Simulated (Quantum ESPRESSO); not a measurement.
# BN (P6_3mc): zone-centre phonons, part 2 of 3

Which modes does BN (P6_3mc) have at the zone centre?

Quantum ESPRESSO 7.5; DFT LDA, scalar-relativistic, plane waves, PseudoDojo norm-conserving pseudopotentials.

So far. Step 2 (A probe with smearing): A gap of 5.0 eV opens on this mesh, so the crystal is taken as an insulator; the start stands at -13 GPa. Step 4 (Self-consistent run for the response): The cell stands at -0.0053 GPa, close enough for phonons. The relaxed cell has a = 2.524, c = 4.176 Å (conventional setting).

## Step 5: Linear response at Γ

At q = 0 one unit cell holds all displacements; symmetry groups them into irreducible representations that are solved one by one. The response to a field gives ε∞ and the Born charges, which polar modes need.

File ph.in:

```
phonons
 &inputph
    prefix='x',
    outdir='./tmp',
    fildyn='g.dyn',
    tr2_ph=1.0d-18,
    epsil=.true.,
 /
0.000000000000 0.000000000000 0.000000000000
```

Started as:

```console
OMP_NUM_THREADS=1 mpirun -n 8 ph.x -nk 8 -in ph.in > ph.out
```

Output:

```text
[banners, grids, parts of the stress and lines that vanish by symmetry left out]
[banner, memory and clock lines left out]
Program PHONON v.7.5

     ./tmp/x.save/

     IMPORTANT: XC functional enforced from input :
     Exchange-correlation= PW
                           (   1   4   0   0   0   0   0)
     Any further DFT definition will be discarded
     Please, verify this is what you really want

     G-vector sticks info

     Reading collected, re-writing distributed wavefunctions in ./tmp/

     Number and degeneracy of irreps per q-point
       N         xq(1)         xq(2)         xq(3)   N irreps
       1   0.000000000   0.000000000   0.000000000       8
        1   1   1   1   2   2   2   2

     Calculation of q =    0.0000000   0.0000000   0.0000000

     phonons

     bravais-lattice index     =            4
     lattice parameter (alat)  =       4.7697  a.u.
     unit-cell volume          =     155.4652 (a.u.)^3
     number of atoms/cell      =            4
     number of atomic types    =            2
     kinetic-energy cut-off    =      92.0000  Ry
     charge density cut-off    =     368.0000  Ry
     convergence threshold     =      1.0E-18
     beta                      =       0.7000
     number of iterations used =            4
     Exchange-correlation= PW
                           (   1   4   0   0   0   0   0)

     celldm(1)=    4.76965  celldm(2)=    0.00000  celldm(3)=    1.65441
     celldm(4)=    0.00000  celldm(5)=    0.00000  celldm(6)=    0.00000

     crystal axes: (cart. coord. in units of alat)
               a(1) = (  1.0000  0.0000  0.0000 )
               a(2) = ( -0.5000  0.8660  0.0000 )
               a(3) = (  0.0000  0.0000  1.6544 )

     reciprocal axes: (cart. coord. in units 2 pi/alat)
               b(1) = (  1.0000  0.5774 -0.0000 )
               b(2) = (  0.0000  1.1547  0.0000 )
               b(3) = (  0.0000 -0.0000  0.6044 )

     Atoms inside the unit cell:

     Cartesian axes

     site n.  atom      mass           positions (alat units)
        1  B      10.8100   tau(    1) = (    0.50000    0.28868    1.65390  )
        2  B      10.8100   tau(    2) = (   -0.00000    0.57735    0.82669  )
        3  N      14.0070   tau(    3) = (    0.50000    0.28868    1.03451  )
        4  N      14.0070   tau(    4) = (   -0.00000    0.57735    0.20731  )

     Computing dynamical matrix for
                    q = (   0.0000000   0.0000000   0.0000000 )

     13 Sym.Ops. (with q -> -q+G )

     G cutoff =  212.0613  (  18583 G-vectors)     FFT grid: ( 30, 30, 50)
     number of k points=    95
                       cart. coord. in units 2pi/alat
        k(    1) = (   0.0000000   0.0000000   0.0000000), wk =   0.0017361
        k(    2) = (   0.0000000   0.0000000   0.0755557), wk =   0.0034722
        k(    3) = (   0.0000000   0.0000000   0.1511115), wk =   0.0034722
        [... further k-points left out ...]

     PseudoPot. # 1 for B  read from file:
     ./pseudo/B.upf
     Pseudo is Norm-conserving + core correction, Zval =  3.0
     Using radial grid of 1498 points,  4 beta functions with:
                l(1) =   0
                l(2) =   0
                l(3) =   1
                l(4) =   1

     PseudoPot. # 2 for N  read from file:
     ./pseudo/N.upf
     Pseudo is Norm-conserving + core correction, Zval =  5.0
     Using radial grid of 1058 points,  4 beta functions with:
                l(1) =   0
                l(2) =   0
                l(3) =   1
                l(4) =   1

     Mode symmetry, C_6v (6mm)  point group:

     Electric field:
     Dielectric constant
     Born effective charges as d Force / d E

     Atomic displacements:
     There are    8 irreducible representations

     Representation     1      1 modes -  To be done

     Representation     2      1 modes -  To be done

     Representation     3      1 modes -  To be done

     Representation     4      1 modes -  To be done

     Representation     5      2 modes -  To be done

     Representation     6      2 modes -  To be done

     Representation     7      2 modes -  To be done

     Representation     8      2 modes -  To be done

     Alpha used in Ewald sum =   2.8000

     Electric Fields Calculation

      iter #   1   av.it.:   6.8
      thresh= 1.000E-02 alpha_mix =  0.700 |ddv_scf|^2 =  3.530E-08

      iter #   2   av.it.:  11.8
      thresh= 1.879E-05 alpha_mix =  0.700 |ddv_scf|^2 =  3.520E-10

      iter #   3   av.it.:  12.3
      thresh= 1.876E-06 alpha_mix =  0.700 |ddv_scf|^2 =  2.565E-11

      iter #   4   av.it.:  12.3
      thresh= 5.065E-07 alpha_mix =  0.700 |ddv_scf|^2 =  5.475E-12

      iter #   5   av.it.:  10.8
      thresh= 2.340E-07 alpha_mix =  0.700 |ddv_scf|^2 =  2.240E-14

      iter #   6   av.it.:  11.4
      thresh= 1.497E-08 alpha_mix =  0.700 |ddv_scf|^2 =  1.376E-16

      iter #   7   av.it.:  11.7
      thresh= 1.173E-09 alpha_mix =  0.700 |ddv_scf|^2 =  2.946E-18

      iter #   8   av.it.:  12.0
      thresh= 1.716E-10 alpha_mix =  0.700 |ddv_scf|^2 =  6.799E-21

     End of electric fields calculation

          Dielectric constant in cartesian axis

          (       4.468421029       0.000000000       0.000000000 )
          (      -0.000000000       4.468421029      -0.000000000 )
          (      -0.000000000       0.000000000       4.618501635 )

          Effective charges (d Force / dE) in cartesian axis without acoustic sum rule applied (asr)

           atom    1  B     Mean Z*:        1.84612
      Ex  (        1.81478       -0.00000        0.00000 )
      Ey  (       -0.00000        1.81478       -0.00000 )
      Ez  (        0.00000       -0.00000        1.90880 )
           atom    2  B     Mean Z*:        1.84612
      Ex  (        1.81478       -0.00000        0.00000 )
      Ey  (       -0.00000        1.81478        0.00000 )
      Ez  (        0.00000        0.00000        1.90880 )
           atom    3  N     Mean Z*:       -1.84613
      Ex  (       -1.81481       -0.00000        0.00000 )
      Ey  (       -0.00000       -1.81481       -0.00000 )
      Ez  (        0.00000        0.00000       -1.90876 )
           atom    4  N     Mean Z*:       -1.84613
      Ex  (       -1.81481       -0.00000        0.00000 )
      Ey  (        0.00000       -1.81481        0.00000 )
      Ez  (       -0.00000        0.00000       -1.90876 )

          Effective charges Sum: Mean:       -0.00001
             -0.00005       -0.00000       -0.00000
             -0.00000       -0.00005        0.00000
              0.00000       -0.00000        0.00007

          Effective charges (d Force / dE) in cartesian axis with asr applied:
           atom    1  B     Mean Z*:        1.84612
      E*x (        1.81480        0.00000       -0.00000 )
      E*y (        0.00000        1.81480       -0.00000 )
      E*z (        0.00000       -0.00000        1.90878 )
           atom    2  B     Mean Z*:        1.84612
      E*x (        1.81480        0.00000        0.00000 )
      E*y (        0.00000        1.81480        0.00000 )
      E*z (        0.00000       -0.00000        1.90878 )
           atom    3  N     Mean Z*:       -1.84612
      E*x (       -1.81480       -0.00000       -0.00000 )
      E*y (       -0.00000       -1.81480       -0.00000 )
      E*z (        0.00000       -0.00000       -1.90878 )
           atom    4  N     Mean Z*:       -1.84612
      E*x (       -1.81480        0.00000        0.00000 )
      E*y (        0.00000       -1.81480        0.00000 )
      E*z (       -0.00000        0.00000       -1.90878 )

     Representation #   1 mode #   1

     Self-consistent Calculation

      iter #   1   av.it.:   7.1
      thresh= 1.000E-02 alpha_mix =  0.700 |ddv_scf|^2 =  2.355E-06

      iter #   2   av.it.:  10.5
      thresh= 1.535E-04 alpha_mix =  0.700 |ddv_scf|^2 =  9.552E-09

      iter #   3   av.it.:  11.2
      thresh= 9.774E-06 alpha_mix =  0.700 |ddv_scf|^2 =  1.861E-09

      iter #   4   av.it.:  11.0
      thresh= 4.314E-06 alpha_mix =  0.700 |ddv_scf|^2 =  3.112E-10

      iter #   5   av.it.:  10.8
      thresh= 1.764E-06 alpha_mix =  0.700 |ddv_scf|^2 =  7.559E-13

      iter #   6   av.it.:  10.6
      thresh= 8.694E-08 alpha_mix =  0.700 |ddv_scf|^2 =  8.911E-15

[...]
End of self-consistent calculation

     Convergence has been achieved

     Representation #   2 mode #   2

     Self-consistent Calculation

[...]
End of self-consistent calculation

     Convergence has been achieved

     Representation #   3 mode #   3

     Self-consistent Calculation

[...]
End of self-consistent calculation

     Convergence has been achieved

     Representation #   4 mode #   4

     Self-consistent Calculation

[...]
End of self-consistent calculation

     Convergence has been achieved

     Representation #   5 modes #   5   6

     Self-consistent Calculation

[...]
End of self-consistent calculation

     Convergence has been achieved

     Representation #   6 modes #   7   8

     Self-consistent Calculation

[...]
End of self-consistent calculation

     Convergence has been achieved

     Representation #   7 modes #   9  10

     Self-consistent Calculation

[...]
End of self-consistent calculation

     Convergence has been achieved

     Representation #   8 modes #  11  12

     Self-consistent Calculation

      iter #   1   av.it.:   7.2
      thresh= 1.000E-02 alpha_mix =  0.700 |ddv_scf|^2 =  7.352E-07

      iter #   2   av.it.:  11.6
      thresh= 8.575E-05 alpha_mix =  0.700 |ddv_scf|^2 =  2.444E-09

      iter #   3   av.it.:  11.7
      thresh= 4.943E-06 alpha_mix =  0.700 |ddv_scf|^2 =  1.264E-10

      iter #   4   av.it.:  11.7
      thresh= 1.124E-06 alpha_mix =  0.700 |ddv_scf|^2 =  4.711E-13

      iter #   5   av.it.:  11.5
      thresh= 6.864E-08 alpha_mix =  0.700 |ddv_scf|^2 =  3.913E-15

      iter #   6   av.it.:  11.4
      thresh= 6.256E-09 alpha_mix =  0.700 |ddv_scf|^2 =  1.810E-17

      iter #   7   av.it.:  11.4
      thresh= 4.255E-10 alpha_mix =  0.700 |ddv_scf|^2 =  7.407E-19

     End of self-consistent calculation

     Convergence has been achieved

     Number of q in the star =    1
     List of q in the star:
          1   0.000000000   0.000000000   0.000000000

          Dielectric constant in cartesian axis

          (       4.468421029       0.000000000       0.000000000 )
          (      -0.000000000       4.468421029      -0.000000000 )
          (      -0.000000000       0.000000000       4.618501635 )

          Effective charges (d Force / dE) in cartesian axis without acoustic sum rule applied (asr)

           atom    1  B     Mean Z*:        1.84612
      Ex  (        1.81478       -0.00000        0.00000 )
      Ey  (       -0.00000        1.81478       -0.00000 )
      Ez  (        0.00000       -0.00000        1.90880 )
           atom    2  B     Mean Z*:        1.84612
      Ex  (        1.81478       -0.00000        0.00000 )
      Ey  (       -0.00000        1.81478        0.00000 )
      Ez  (        0.00000        0.00000        1.90880 )
           atom    3  N     Mean Z*:       -1.84613
      Ex  (       -1.81481       -0.00000        0.00000 )
      Ey  (       -0.00000       -1.81481       -0.00000 )
      Ez  (        0.00000        0.00000       -1.90876 )
           atom    4  N     Mean Z*:       -1.84613
      Ex  (       -1.81481       -0.00000        0.00000 )
      Ey  (        0.00000       -1.81481        0.00000 )
      Ez  (       -0.00000        0.00000       -1.90876 )

          Effective charges Sum: Mean:       -0.00001
             -0.00005       -0.00000       -0.00000
             -0.00000       -0.00005        0.00000
              0.00000       -0.00000        0.00007

          Effective charges (d Force / dE) in cartesian axis with asr applied:
           atom    1  B     Mean Z*:        1.84612
      E*x (        1.81480        0.00000       -0.00000 )
      E*y (        0.00000        1.81480       -0.00000 )
      E*z (        0.00000       -0.00000        1.90878 )
           atom    2  B     Mean Z*:        1.84612
      E*x (        1.81480        0.00000        0.00000 )
      E*y (        0.00000        1.81480        0.00000 )
      E*z (        0.00000       -0.00000        1.90878 )
           atom    3  N     Mean Z*:       -1.84612
      E*x (       -1.81480       -0.00000       -0.00000 )
      E*y (       -0.00000       -1.81480       -0.00000 )
      E*z (        0.00000       -0.00000       -1.90878 )
           atom    4  N     Mean Z*:       -1.84612
      E*x (       -1.81480        0.00000        0.00000 )
      E*y (        0.00000       -1.81480        0.00000 )
      E*z (       -0.00000        0.00000       -1.90878 )

     Diagonalizing the dynamical matrix

     q = (    0.000000000   0.000000000   0.000000000 )

 **************************************************************************
     freq (    1) =      -0.084596 [THz] =      -2.821808 [cm-1]
     freq (    2) =      -0.084596 [THz] =      -2.821808 [cm-1]
     freq (    3) =      -0.078730 [THz] =      -2.626158 [cm-1]
     freq (    4) =      14.316082 [THz] =     477.533094 [cm-1]
     freq (    5) =      14.316082 [THz] =     477.533094 [cm-1]
     freq (    6) =      29.499814 [THz] =     984.007876 [cm-1]
     freq (    7) =      29.499814 [THz] =     984.007876 [cm-1]
     freq (    8) =      29.558058 [THz] =     985.950679 [cm-1]
     freq (    9) =      31.442279 [THz] =    1048.801519 [cm-1]
     freq (   10) =      32.426763 [THz] =    1081.640374 [cm-1]
     freq (   11) =      32.426763 [THz] =    1081.640374 [cm-1]
     freq (   12) =      34.097702 [THz] =    1137.376925 [cm-1]
 **************************************************************************

     Mode symmetry, C_6v (6mm)  point group:

     freq (   1-   2) =         -2.8  [cm-1]   --> E_1             I+R
     freq (   3-   3) =         -2.6  [cm-1]   --> A_1             I+R
     freq (   4-   5) =        477.5  [cm-1]   --> E_2             R
     freq (   6-   7) =        984.0  [cm-1]   --> E_2             R
     freq (   8-   8) =        986.0  [cm-1]   --> B_1
     freq (   9-   9) =       1048.8  [cm-1]   --> A_1             I+R
     freq (  10-  11) =       1081.6  [cm-1]   --> E_1             I+R
     freq (  12-  12) =       1137.4  [cm-1]   --> B_1
```

Run time: 2.4 min. Hardware: 8 MPI ranks of Arm Neoverse V1, shared host.

This step gave:

- miss of the charge sum rule: 8.00e-5 e
- largest acoustic frequency at the zone centre before the sum rule: -2.82 cm⁻¹
- highest optical zone-centre mode (no LO-TO term): 1137 cm⁻¹
- lowest optical zone-centre mode: 477.5 cm⁻¹
- mean high-frequency dielectric constant: 4.518
- largest Born charge in size (third of the trace): 1.846 e

Born charge (rows field, columns displacement), before the sum rule (e), principal values of the symmetric part by kind of site:

| atom | atoms with these values | low | middle | high | mean |
| --- | --- | --- | --- | --- | --- |
| B1 | 2 | 1.81 | 1.81 | 1.91 | 1.85 |
| N3 | 2 | -1.91 | -1.81 | -1.81 | -1.85 |

In full for B1:

```
1.81 0.00 0.00
0.00 1.81 0.00
0.00 0.00 1.91
```

High-frequency dielectric tensor:

```
4.47 0.00 0.00
0.00 4.47 0.00
0.00 0.00 4.62
```

The acoustic modes at Γ come out as far as 2.8 cm⁻¹ from zero, where they should vanish, a small numerical error; the Born charges miss their sum rule by 8.0e-5 e, which is good.

## Step 6: Modes with the sum rule

A rigid shift of the crystal must cost nothing, but grids and finite bases break this; the acoustic sum rule is imposed before the matrix is diagonalised again. With Born charges the intensities follow, and the static dielectric tensor.

File dynmat.in:

```
 &input
    fildyn='g.dyn',
    asr='crystal',
    fileig='dynmat.eig',
    lperm=.true.,
 /
```

Started as:

```console
dynmat.x -in dynmat.in > dynmat.out
```

Output:

```text
[banner, memory and clock lines left out]
Program DYNMAT v.7.5

     Reading Dynamical Matrix from file g.dyn
     ...Force constants read
     ...epsilon and Z* read
     Acoustic Sum Rule: || Z*(ASR) - Z*(orig)|| =    5.015852E-05
     Acoustic Sum Rule: ||dyn(ASR) - dyn(orig)||=    2.797290E-05
     A direction for q was not specified:TO-LO splitting will be absent

     Polarizability (A^3 units)
     multiply by 0.460232 for Clausius-Mossotti correction
         6.358555   -0.000000   -0.000000
         0.000000    6.358555    0.000000
         0.000000   -0.000000    6.633693

     IR activities are in (D/A)^2/amu units

# mode   [cm-1]    [THz]      IR
    1      0.00    0.0000    0.0000
    2      0.00    0.0000    0.0000
    3      0.00    0.0000    0.0000
    4    477.53   14.3161    0.0000
    5    477.53   14.3161    0.0000
    6    984.01   29.4998    0.0000
    7    984.01   29.4998    0.0000
    8    985.95   29.5581    0.0000
    9   1048.80   31.4422   27.5543
   10   1081.64   32.4267   24.9077
   11   1081.64   32.4267   24.9077
   12   1137.38   34.0977    0.0000

Electronic dielectric permittivity tensor (relative, adimensional)
         4.468421   -0.000000   -0.000000
         0.000000    4.468421    0.000000
         0.000000   -0.000000    4.618502

 ... with zone-center polar mode contributions
         6.439413    0.000000   -0.000000
         0.000000    6.439413    0.000000
        -0.000000    0.000000    6.937606

[end of the log left out, with the tail of the file of modes that dynmat.x writes under the same name]
```

It took 0.47 s on 1 thread.

Numbers from this step:

* mean static dielectric constant: 6.605

Unit eigenvectors of the mass-weighted matrix after the sum rule; no LO-TO term. Modes at Γ, with each element's share of the kinetic energy:

| mode | frequency (cm⁻¹) | B % | N % |
| --- | --- | --- | --- |
| 1 | 0.0 | 44 | 56 |
| 2 | 0.0 | 44 | 56 |
| 3 | 0.0 | 44 | 56 |
| 4 | 477.5 | 40 | 60 |
| 5 | 477.5 | 40 | 60 |
| 6 | 984.0 | 60 | 40 |
| 7 | 984.0 | 60 | 40 |
| 8 | 986.0 | 22 | 78 |
| 9 | 1048.8 | 56 | 44 |
| 10 | 1081.6 | 56 | 44 |
| 11 | 1081.6 | 56 | 44 |
| 12 | 1137.4 | 78 | 22 |

Displacements in mode 4 (477.5 cm⁻¹), the largest set to 1:
```
B1   0.58 -0.93  0.00
B2  -0.58  0.93  0.00
N3  -0.62  1.00  0.00
N4   0.62 -1.00  0.00
```

Displacements in mode 12 (1137.4 cm⁻¹), the largest set to 1:
```
B1   0.00  0.00  1.00
B2   0.00  0.00 -1.00
N3   0.00  0.00  0.47
N4   0.00  0.00 -0.47
```

Degenerate modes summed, no LO-TO term. Infrared lines, with heights relative to the strongest:

| position (cm⁻¹) | lines merged | IR intensity, relative |
| --- | --- | --- |
| 478 | 2 | 0.0 |
| 984 | 2 | 0.0 |
| 986 | 1 | 0.0 |
| 1049 | 1 | 55 |
| 1082 | 2 | 100 |
| 1137 | 1 | 0.0 |

Static dielectric tensor (ions relaxed, fixed cell):

```
6.44 0.00 0.00
0.00 6.44 0.00
0.00 0.00 6.94
```

The rule moves no optical mode by more than 0.1 cm⁻¹.

(Part 2 of 3 ends here.)

[Host names and launcher messages were left out of these logs when they were recorded.]

[Logs are printed without paths, hosts, clocks, repeated set-up lines and the standing remarks that a program may print on its own settings, such as how far it seeks lower states.]

[Hosts, paths, dates, database ids (printed as entryN), source tags and the programs' standing remarks are cut or masked in the printed files.]
